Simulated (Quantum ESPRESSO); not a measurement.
# Voltage at the next charge: honeycomb SiGe, 1 layer against an electrode

How the rows were computed: Quantum ESPRESSO 7.5, PBEsol, GBRV ultrasoft; ESM with bc3, a metal electrode 5.00 Å above the top atoms; cell area 13.452 Å²; ions fixed. V is the potential energy of an electron at the electrode over the slab's Fermi level, divided by e, so that it equals the work function at zero charge; positive charge removes electrons.

```
charge (e a cell)  V (V)
                0  4.644
           0.0203  5.845
           0.0405  6.918
```

One more run was made and is withheld. What is V at a charge of 0.0811 e, and what capacitance do the rows imply?

By hand: The last two rows give dV/dq = (6.918 − 5.845)/(0.0405 − 0.0203) = 53.1 V/e, so C = 1602/(13.452 × 53.1) = 2.24 µF/cm², an effective gap of 8.854/2.24 = 3.95 Å. At constant C, V = 6.918 + 53.1 × 0.0406 = 9.07 V.

**Check.** V = 9.072 V; the estimate misses by 0.00 V, 0.1 % of the step. Over the three intervals C goes 2.01, 2.24 and 2.24 µF/cm².

Caveats: Vacuum fills the gap; a dielectric or electrolyte would change C. The slab is thin.

[Logs are printed without paths, hosts, clocks, repeated set-up lines and the standing remarks that a program may print on its own settings, such as how far it seeks lower states.]
